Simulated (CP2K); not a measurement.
Two runs for the N K edge of benzimidazole. Run A: CP2K XAS_TDP, all-electron GAPW, PBEh(45%), aug-cc-pVDZ, TDA, no relativity. Run B differs in one setting.

First lines with a strength over 0.0015. A:

```
                    atom  energy (eV)  states  strength, one atom
N5 (bonded to 2 C and H)       398.36       1              0.0276
                               399.21       1              0.0156
                               400.13       1              0.0031
                               401.32       1              0.0027
                               401.73       1              0.0021
      N7 (bonded to 2 C)       395.56       1              0.0453
                               398.29       1              0.0062
                               399.34       1              0.0020
                               400.33       1              0.0020
                               401.45       2              0.0131
```

B:

```
                    atom  energy (eV)  states  strength, one atom
N5 (bonded to 2 C and H)       403.11       1              0.0273
                               403.97       1              0.0154
                               404.89       1              0.0031
                               406.08       1              0.0027
                               406.48       1              0.0021
      N7 (bonded to 2 C)       400.34       1              0.0447
                               403.08       1              0.0061
                               404.12       1              0.0019
                               405.12       1              0.0020
                               406.23       2              0.0129
```

Which was it: scalar relativity switched on, GW2X switched on, the basis, the functional?

GW2X switched on. GW2X shifts an atom's lines together and keeps their spacings. Against PBEh(45%) in aug-cc-pVDZ, the leading lines move by +4.75 eV (N5, to 403.11) and +4.78 eV (N7, to 400.34).

[Banner, clock and machine lines of the logs are left out without a mark of their own.]

[Logs are printed without paths, hosts, clocks, repeated set-up lines and the standing remarks that a program may print on its own settings, such as how far it seeks lower states.]

[Hosts, paths, dates, database ids (printed as entryN), source tags and the programs' standing remarks are cut or masked in the printed files.]
